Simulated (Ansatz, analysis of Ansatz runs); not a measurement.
# Interstitial H in bcc Ta, hop from a tetrahedral to the next tetrahedral site: migration barrier against experiment, part 2 of 2

How near does this set-up come to the measured migration barrier? Subject: interstitial H in bcc Ta, hop from a tetrahedral to the next tetrahedral site. Set-up: PBE, 32-site cell, PBE lattice, 420 eV, k: 4x4x4 Gamma-centred, Fermi-Dirac 0.05 eV. The model is a cell of 32 host atoms with 1 H put in. The barrier is the energy of the highest image of a climbing band over the relaxed site that the atom leaves. This set-up takes another sampling or smearing than the usual one for this cell.

Ansatz 0.2.0; PBE, 32-site cell, PBE lattice, 420 eV, k: 4x4x4 Gamma-centred, Fermi-Dirac 0.05 eV.

So far: Starting point; Relaxation, charge 0.

## 3. Nudged elastic band

A band of images joins the two ends; its highest image climbs to the saddle, whose energy over the site left is the barrier.

This step: plane-wave PAW DFT, PBE; nudged elastic band between two relaxed defect structures at fixed charge.

Input file neb/input.yaml:

```yaml
crystal:
  lattice:
    - [0.0, 6.64119614, 6.64119614]
    - [6.64119614, 0.0, 6.64119614]
    - [6.64119614, 6.64119614, 0.0]
  atoms:
    - { symbol: Ta, position: [1.9781e-05, 2.8988e-05, -2.8988e-05] }
    - { symbol: Ta, position: [0.124141953, 0.124015842, 0.126386373] }
    - { symbol: Ta, position: [0.250455831, 0.249141953, 0.249015842] }
    - { symbol: Ta, position: [0.376617528, 0.373382472, 0.368170543] }
    - { symbol: Ta, position: [-0.000984158, 0.001386373, 0.500455831] }
    - { symbol: Ta, position: [0.124693512, 0.124869654, 0.62560076] }
    - { symbol: Ta, position: [0.248382472, 0.243170543, 0.756829457] }
    - { symbol: Ta, position: [0.375894879, 0.374105121, 0.876431561] }
    - { symbol: Ta, position: [-0.000130346, 0.50060076, -0.000163926] }
    - { symbol: Ta, position: [0.124878024, 0.625121976, 0.124548739] }
    - { symbol: Ta, position: [0.249105121, 0.751431561, 0.248568439] }
    - { symbol: Ta, position: [0.37560076, 0.874836074, 0.374693512] }
    - { symbol: Ta, position: [-0.001431561, 0.500894879, 0.499105121] }
    - { symbol: Ta, position: [0.118170543, 0.631829457, 0.626617528] }
    - { symbol: Ta, position: [0.24939924, 0.750130346, 0.750306488] }
    - { symbol: Ta, position: [0.374544169, 0.873613627, 0.875984158] }
    - { symbol: Ta, position: [0.500121976, -0.000451261, 0.000451261] }
    - { symbol: Ta, position: [0.624980219, 0.125019781, 0.125028988] }
    - { symbol: Ta, position: [0.749836074, 0.249693512, 0.249869654] }
    - { symbol: Ta, position: [0.876386373, 0.375455831, 0.374141953] }
    - { symbol: Ta, position: [0.500306488, 0.000163926, 0.49939924] }
    - { symbol: Ta, position: [0.626431561, 0.123568439, 0.625894879] }
    - { symbol: Ta, position: [0.750451261, 0.249878024, 0.750121976] }
    - { symbol: Ta, position: [0.875163926, 0.37439924, 0.875130346] }
    - { symbol: Ta, position: [0.500858047, 0.499544169, -0.001386373] }
    - { symbol: Ta, position: [0.625130346, 0.625306488, 0.125163926] }
    - { symbol: Ta, position: [0.749971012, 0.749980219, 0.250019781] }
    - { symbol: Ta, position: [0.874548739, 0.875451261, 0.374878024] }
    - { symbol: Ta, position: [0.506829457, 0.501617528, 0.498382472] }
    - { symbol: Ta, position: [0.625984158, 0.625858047, 0.624544169] }
    - { symbol: Ta, position: [0.748613627, 0.750984158, 0.750858047] }
    - { symbol: Ta, position: [0.875028988, 0.874971012, 0.874980219] }
    - { symbol: H, position: [0.3125, 0.4375, 0.5625] }
basis:
  ecutwfc: 420
  xc_grid: 2
hamiltonian:
  xc: pbe
kpoints:
  mp_grid: { grid: [4, 4, 4] }
scf:
  occupations: { method: fermi_dirac, width: 0.05 }
  max_iter: 120
output:
  forces: true
neb:
  images: 3
  f_tol: 0.04
  climbing: true
  initial_path: idpp
  max_iterations: 45
  order_check: false
  final_atoms:
    - { symbol: Ta, position: [-3.0098e-05, -0.00040545, 0.00040545] }
    - { symbol: Ta, position: [0.12554772, 0.124061655, 0.126340553] }
[... 1 atom line left out ...]
    - { symbol: Ta, position: [0.381921328, 0.37342829, 0.36812475] }
[... 2 atom lines left out ...]
    - { symbol: Ta, position: [0.251709406, 0.243216368, 0.756783632] }
    - { symbol: Ta, position: [0.375398375, 0.374445046, 0.875084535] }
    - { symbol: Ta, position: [-0.000214602, 0.500646572, -0.00020974] }
[... 1 atom line left out ...]
    - { symbol: Ta, position: [0.250986764, 0.751477378, 0.248522622] }
[... 1 atom line left out ...]
    - { symbol: Ta, position: [-0.006737554, 0.501663328, 0.498336672] }
    - { symbol: Ta, position: [0.123474368, 0.63187525, 0.62657171] }
[... 4 atom lines left out ...]
    - { symbol: Ta, position: [0.751478249, 0.249187767, 0.248970037] }
[... 1 atom line left out ...]
    - { symbol: Ta, position: [0.500222231, 0.00020974, 0.499353428] }
    - { symbol: Ta, position: [0.624927956, 0.124915465, 0.625554954] }
[... 6 atom lines left out ...]
    - { symbol: Ta, position: [0.501523456, 0.500940686, 0.499059314] }
[... 3 atom lines left out ...]
    - { symbol: H, position: [0.187591887, 0.437545809, 0.562454191] }
```

On the command line:

```
ansatz run input.yaml --threads 4 --pin off --max-ram 14131MiB --backend cpu --events-out ev --progress --plain --runs-dir out
```

Numbers of over 12 decimals in the logs are rounded to 6 here.

What it wrote:

```text
[...]
Warning: neb: disabling space-group detection — the band's intermediate images generally break the endpoint symmetry, so no spatial operation reduces the k-mesh or symmetrises the density, except that a semilocal band can use its path's symmetry ahead of [...]
[...]
NEB image 0
Crystal: 33 atoms, lattice volume = 585.826 Å³
Basis set: ecut = 420 eV, 11575 PW (Γ), exchange–correlation on 128×128×128 points (8 copies of the dense FFT grid, shifted against one another)
Bands: 251, of which v1, the nominal top of the filled ones, is band 209 counted from 1 (208 counted from 0)
Symmetry: 1 space group operations
k-points: 36 of 64 (time reversal used)
[...]
SCF iter   1: F=—  HF=-317848.483980 eV  |F-HF|=—  |Δ(HF+E_count)|=         —  Δρ=2.99e-3  dr2=1.92e-1  ethr=1.77e-3  ⟨swp⟩=6.0  Hψ=35325  notcnv=0  defer=457
[...]
SCF iter   7: F=-317848.471727 eV  HF=-317848.471727 eV  |F-HF|=4.64e-8  |Δ(HF+E_count)|=   3.67e-9  Δρ=2.37e-6  dr2=6.14e-8  ethr=2.40e-11  ⟨swp⟩=4.0  Hψ=27275  notcnv=0
SCF 1 converged in 7 iterations: F = -317848.471727 eV  dr2 = 6.14e-8
[...]
NSCF: frozen V_eff on 36 k-points
NEB image 4
SCF iter   1: F=—  HF=-317848.483940 eV  |F-HF|=—  |Δ(HF+E_count)|=         —  Δρ=2.99e-3  dr2=1.92e-1  ethr=1.77e-3  ⟨swp⟩=6.0  Hψ=35132  notcnv=0  defer=474
[...]
SCF iter   7: F=-317848.471727 eV  HF=-317848.471727 eV  |F-HF|=4.74e-8  |Δ(HF+E_count)|=   3.73e-9  Δρ=2.40e-6  dr2=6.26e-8  ethr=2.40e-11  ⟨swp⟩=4.0  Hψ=27284  notcnv=0
SCF 2 converged in 7 iterations: F = -317848.471727 eV  dr2 = 6.26e-8
[...]
NEB end point (image 0): max|allowed force component| = 2.047e-3 eV/Å (the criterion of neb.relax_end_points is 1.000e-2)
NEB end point (image 4): max|allowed force component| = 2.050e-3 eV/Å (the criterion of neb.relax_end_points is 1.000e-2)
NEB image 1
SCF iter   1: F=—  HF=-317848.330780 eV  |F-HF|=—  |Δ(HF+E_count)|=         —  Δρ=2.93e-3  dr2=1.64e-1  ethr=1.77e-3  ⟨swp⟩=6.0  Hψ=35345  notcnv=0  defer=463
[...]
SCF iter   7: F=-317848.320030 eV  HF=-317848.320030 eV  |F-HF|=3.63e-8  |Δ(HF+E_count)|=   1.44e-8  Δρ=2.07e-6  dr2=4.79e-8  ethr=2.40e-11  ⟨swp⟩=4.0  Hψ=27349  notcnv=0
SCF 3 converged in 7 iterations: F = -317848.320030 eV  dr2 = 4.79e-8
NEB image 2
SCF iter   1: F=—  HF=-317848.200628 eV  |F-HF|=—  |Δ(HF+E_count)|=         —  Δρ=2.91e-3  dr2=1.51e-1  ethr=1.77e-3  ⟨swp⟩=6.1  Hψ=35189  notcnv=0  defer=457
[...]
SCF iter   7: F=-317848.190451 eV  HF=-317848.190451 eV  |F-HF|=3.96e-8  |Δ(HF+E_count)|=   9.49e-9  Δρ=1.93e-6  dr2=4.88e-8  ethr=2.40e-11  ⟨swp⟩=4.0  Hψ=27366  notcnv=0
SCF 4 converged in 7 iterations: F = -317848.190451 eV  dr2 = 4.88e-8
NEB image 3
SCF iter   1: F=—  HF=-317848.330807 eV  |F-HF|=—  |Δ(HF+E_count)|=         —  Δρ=2.93e-3  dr2=1.65e-1  ethr=1.77e-3  ⟨swp⟩=5.9  Hψ=35197  notcnv=0  defer=472
[...]
SCF iter   7: F=-317848.320030 eV  HF=-317848.320030 eV  |F-HF|=3.68e-8  |Δ(HF+E_count)|=   1.41e-8  Δρ=2.05e-6  dr2=4.80e-8  ethr=2.40e-11  ⟨swp⟩=4.0  Hψ=27348  notcnv=0
SCF 5 converged in 7 iterations: F = -317848.320030 eV  dr2 = 4.80e-8
NEB iter   1: max|band force component| = 6.107e-1 eV/Å  barrier→ = 0.2813 eV  barrier← = 0.2813 eV  Δτ_max = 0.1983 Å  (35 SCF iters)
NEB image 1
[...]
iter 1 solved again at ethr=3.04e-4 eV; its pass at ethr=3.10e-3 eV (dr2=1.27e0 eV) is discarded
[...]
SCF iter   8: F=-317848.180598 eV  HF=-317848.180598 eV  |F-HF|=1.07e-8  |Δ(HF+E_count)|=   7.92e-8  Δρ=1.51e-6  dr2=1.78e-8  ethr=2.40e-11  ⟨swp⟩=3.0  Hψ=30818  notcnv=0
SCF 6 converged in 8 iterations: F = -317848.180598 eV  dr2 = 1.78e-8
NEB image 2
[...]
SCF iter   8: F=-317847.940195 eV  HF=-317847.940195 eV  |F-HF|=2.05e-8  |Δ(HF+E_count)|=   1.09e-7  Δρ=1.82e-6  dr2=3.03e-8  ethr=2.40e-11  ⟨swp⟩=3.0  Hψ=30961  notcnv=0
SCF 7 converged in 8 iterations: F = -317847.940195 eV  dr2 = 3.03e-8
NEB image 3
[...]
SCF iter   8: F=-317848.180601 eV  HF=-317848.180601 eV  |F-HF|=1.09e-8  |Δ(HF+E_count)|=   7.95e-8  Δρ=1.51e-6  dr2=1.79e-8  ethr=2.40e-11  ⟨swp⟩=3.0  Hψ=30825  notcnv=0
SCF 8 converged in 8 iterations: F = -317848.180601 eV  dr2 = 1.79e-8
NEB iter   2: max|band force component| = 1.919e0 eV/Å  barrier→ = 0.5315 eV  barrier← = 0.5315 eV  Δτ_max = 0.0995 Å  (24 SCF iters)
NEB image 1
[...]
SCF iter   8: F=-317848.380521 eV  HF=-317848.380521 eV  |F-HF|=1.28e-8  |Δ(HF+E_count)|=   4.47e-8  Δρ=1.32e-6  dr2=1.85e-8  ethr=2.40e-11  ⟨swp⟩=4.2  Hψ=27526  notcnv=0
SCF 9 converged in 8 iterations: F = -317848.380521 eV  dr2 = 1.85e-8
NEB image 2
[...]
SCF iter   8: F=-317848.272607 eV  HF=-317848.272607 eV  |F-HF|=1.39e-8  |Δ(HF+E_count)|=   5.22e-8  Δρ=1.46e-6  dr2=2.04e-8  ethr=2.40e-11  ⟨swp⟩=3.0  Hψ=30518  notcnv=0
SCF 10 converged in 8 iterations: F = -317848.272607 eV  dr2 = 2.04e-8
NEB image 3
[...]
SCF iter   8: F=-317848.380521 eV  HF=-317848.380521 eV  |F-HF|=1.30e-8  |Δ(HF+E_count)|=   4.46e-8  Δρ=1.32e-6  dr2=1.86e-8  ethr=2.40e-11  ⟨swp⟩=4.2  Hψ=27582  notcnv=0
SCF 11 converged in 8 iterations: F = -317848.380521 eV  dr2 = 1.86e-8
NEB iter   3: max|band force component| = 2.574e-1 eV/Å  barrier→ = 0.1991 eV  barrier← = 0.1991 eV  CI = image 2  Δτ_max = 0.0545 Å  (24 SCF iters)
[...]
NEB iter   4: max|band force component| = 4.501e-2 eV/Å  barrier→ = 0.1843 eV  barrier← = 0.1843 eV  CI = image 2  Δτ_max = 0.0204 Å  (19 SCF iters)
NEB image 1
[...]
SCF iter   6: F=-317848.384451 eV  HF=-317848.384451 eV  |F-HF|=8.03e-9  |Δ(HF+E_count)|=   1.69e-9  Δρ=1.03e-6  dr2=1.13e-8  ethr=2.40e-11  ⟨swp⟩=4.8  Hψ=27760  notcnv=0
SCF 15 converged in 6 iterations: F = -317848.384451 eV  dr2 = 1.13e-8
NEB image 2
[...]
SCF iter   6: F=-317848.289231 eV  HF=-317848.289231 eV  |F-HF|=1.69e-8  |Δ(HF+E_count)|=   2.22e-8  Δρ=1.40e-6  dr2=2.25e-8  ethr=2.40e-11  ⟨swp⟩=4.9  Hψ=28529  notcnv=0
SCF 16 converged in 6 iterations: F = -317848.289231 eV  dr2 = 2.25e-8
NEB image 3
[...]
SCF iter   6: F=-317848.384451 eV  HF=-317848.384451 eV  |F-HF|=8.15e-9  |Δ(HF+E_count)|=   1.75e-9  Δρ=1.03e-6  dr2=1.12e-8  ethr=2.40e-11  ⟨swp⟩=4.8  Hψ=27794  notcnv=0
SCF 17 converged in 6 iterations: F = -317848.384451 eV  dr2 = 1.12e-8
NEB image 1
[...]
NEB image 3
[...]
NEB image 2
[...]
the search or the solves at the SCF's close seem to have found levels that the self-consistency loop had missed (the run counts 3). By its estimate they hold under 1e-12 electrons; where the run keeps them, the occupations were computed again with them
NEB iter   5: max|band force component| = 1.461e-2 eV/Å  barrier→ = 0.1825 eV  barrier← = 0.1825 eV  CI = image 2  Δτ_max = 0.0000 Å  (18 SCF iters)
SCF converged after 6 iterations
Free energy (F): -317848.289231 eV
[...]
Internal energy: -317847.978055 eV  (E = F + TS)
E sigma→0 (E₀):  -317848.133643 eV
Entropy (-TS):   -0.311175 eV (-9.430 meV/atom)
Fermi energy:    18.326754 eV
[...]
--- Forces (eV/Å), atoms counted from 1 ---
  atom   1  Ta    -0.00016143    -0.00302386    -0.00227171
  atom   2  Ta     0.01140994     0.00830121    -0.00830200
  [... 1 atom left out ...]
  atom   4  Ta     0.00934788     0.00313996    -0.00313956
  [... 2 atoms left out ...]
  atom   7  Ta    -0.00004456    -0.01461241     0.01461284
  atom   8  Ta     0.00344989     0.00222879     0.00381710
  [... 2 atoms left out ...]
  atom  11  Ta    -0.00035375    -0.00144113     0.00144106
  [... 1 atom left out ...]
  atom  13  Ta     0.00000815    -0.00253078    -0.00378873
  atom  14  Ta    -0.00858639     0.00263504    -0.00263527
  [... 4 atoms left out ...]
  atom  19  Ta     0.00353546    -0.00084340     0.00466436
  [... 2 atoms left out ...]
  atom  22  Ta    -0.00369200     0.00176493     0.00409884
  [... 6 atoms left out ...]
  atom  29  Ta     0.00000801     0.00378891     0.00253050
  [... 3 atoms left out ...]
  atom  33  H     -0.00344596     0.00456769    -0.00456769
  max |Σ_I F_I| component: 6.86e-6 eV/Å
--- Band table (eV; the first three rows and the last of 36) ---
[...]
[... further k-points left out ...]
this run last wrote the band of iteration 5 to <dir>
--- NEB band (5 images, 5 band iterations, 120 SCF iterations) ---
  forward barrier  = 0.182497 eV
  backward barrier = 0.182497 eV
  lagrangian_above_aufbau_ev (what the smearing adds, to first order; not taken off the barriers): saddle image -0.154463 eV, end points -0.150891 and -0.150891 eV
  climbing image's point = of an order that was not read
  energies are F+E_penalty+E_count in eV, relative to image 0
  image     s (Å)  Δ vs image 0  max|band force component| (eV/Å)
      0    0.0000      0.000000                                 —
      1    0.3070      0.087276                          1.217e-2
  *   2    0.6139      0.182497                          1.461e-2
      3    0.9209      0.087276                          1.217e-2
      4    1.2278      0.000000                                 —
  climbing-image geometry (image 2):
  cell:  # Å, volume = 585.8264 Å³
    - [0.0, 6.64119614, 6.64119614]
    - [6.64119614, 0.0, 6.64119614]
    - [6.64119614, 6.64119614, 0.0]
  atoms:
    - { symbol: Ta, position: [0.001502, -0.000530, 0.000530] }
    - { symbol: Ta, position: [0.124416, 0.124223, 0.127036] }
    - { symbol: Ta, position: [0.251441, 0.248096, 0.248563] }
    - { symbol: Ta, position: [0.383884, 0.369726, 0.362597] }
    - { symbol: Ta, position: [-0.002454, 0.003961, 0.501038] }
    - { symbol: Ta, position: [0.125133, 0.125224, 0.625349] }
    - { symbol: Ta, position: [0.250045, 0.243170, 0.756832] }
    - { symbol: Ta, position: [0.374960, 0.374655, 0.874771] }
    - { symbol: Ta, position: [-0.001533, 0.501083, 0.002076] }
    - { symbol: Ta, position: [0.125206, 0.624375, 0.126096] }
    - { symbol: Ta, position: [0.250044, 0.751121, 0.248884] }
    - { symbol: Ta, position: [0.374881, 0.873905, 0.375625] }
    - { symbol: Ta, position: [0.000133, 0.500141, 0.499858] }
    - { symbol: Ta, position: [0.116190, 0.637421, 0.630290] }
    - { symbol: Ta, position: [0.248655, 0.751433, 0.751899] }
    - { symbol: Ta, position: [0.375678, 0.872963, 0.875773] }
    - { symbol: Ta, position: [0.498590, -0.000530, 0.000530] }
    - { symbol: Ta, position: [0.626647, 0.122895, 0.123902] }
    - { symbol: Ta, position: [0.751993, 0.248096, 0.248562] }
    - { symbol: Ta, position: [0.874028, 0.376185, 0.375851] }
    - { symbol: Ta, position: [0.501630, -0.002078, 0.498909] }
    - { symbol: Ta, position: [0.624386, 0.125224, 0.625349] }
    - { symbol: Ta, position: [0.750047, 0.249976, 0.750021] }
    - { symbol: Ta, position: [0.875706, 0.374655, 0.874771] }
    - { symbol: Ta, position: [0.502550, 0.498968, -0.003975] }
    - { symbol: Ta, position: [0.624415, 0.624375, 0.126096] }
    - { symbol: Ta, position: [0.750046, 0.748574, 0.251426] }
    - { symbol: Ta, position: [0.875681, 0.873905, 0.375625] }
    - { symbol: Ta, position: [0.499961, 0.500141, 0.499858] }
    - { symbol: Ta, position: [0.626071, 0.624141, 0.623808] }
    - { symbol: Ta, position: [0.748104, 0.751433, 0.751899] }
    - { symbol: Ta, position: [0.873460, 0.876085, 0.877087] }
    - { symbol: H, position: [0.250019, 0.445243, 0.554811] }
```

It took 60 min on 4 threads of Arm Neoverse V1, shared host; peak memory 11 GiB.

The path, image by image:

| image | path (Å) | energy (eV) | H33: x, y, z (Å) |
| --- | --- | --- | --- |
| 0 | 0.000 | 0.0000 | 6.641, 5.811, 4.981 |
| 1 | 0.307 | 0.0873 | 6.642, 5.568, 4.829 |
| 2 | 0.614 | 0.1825 | 6.642, 5.345, 4.617 |
| 3 | 0.921 | 0.0873 | 6.642, 5.133, 4.395 |
| 4 | 1.228 | 0.0000 | 6.641, 4.981, 4.152 |

Read from the output:

| Item | Value |
| --- | --- |
| free energy | -317848.2892 eV |
| smearing term TS | 0.3112 eV |
| barrier forward | 0.1825 eV |
| barrier backward | 0.1825 eV |

## 4. Results

```json
{
 "migration barrier (saddle less minimum)": "0.18 eV",
 "energy difference of the two ends": "0.00 eV",
 "length of the hop": "1.17 Å",
 "time of the whole chain": "71 min on 4 threads"
}
```

In words: Migration barrier: computed 0.18 eV, measured 0.152 eV; 0.03 eV above the measurement. The measured number is an Arrhenius activation energy of long-range diffusion; for H it holds zero-point energy and, in bcc metals near room temperature, tunnelling. One hop between neighbouring sites is computed at the host's lattice.

[Logs are printed without paths, hosts, clocks, repeated set-up lines and the standing remarks that a program may print on its own settings, such as how far it seeks lower states.]

[Hosts, paths, dates, database ids (printed as entryN), source tags and the programs' standing remarks are cut or masked in the printed files.]

[For some hosts the program warned that the k-mesh of the response run may be too coarse for force constants and the static dielectric constant; such warnings are not shown here.]
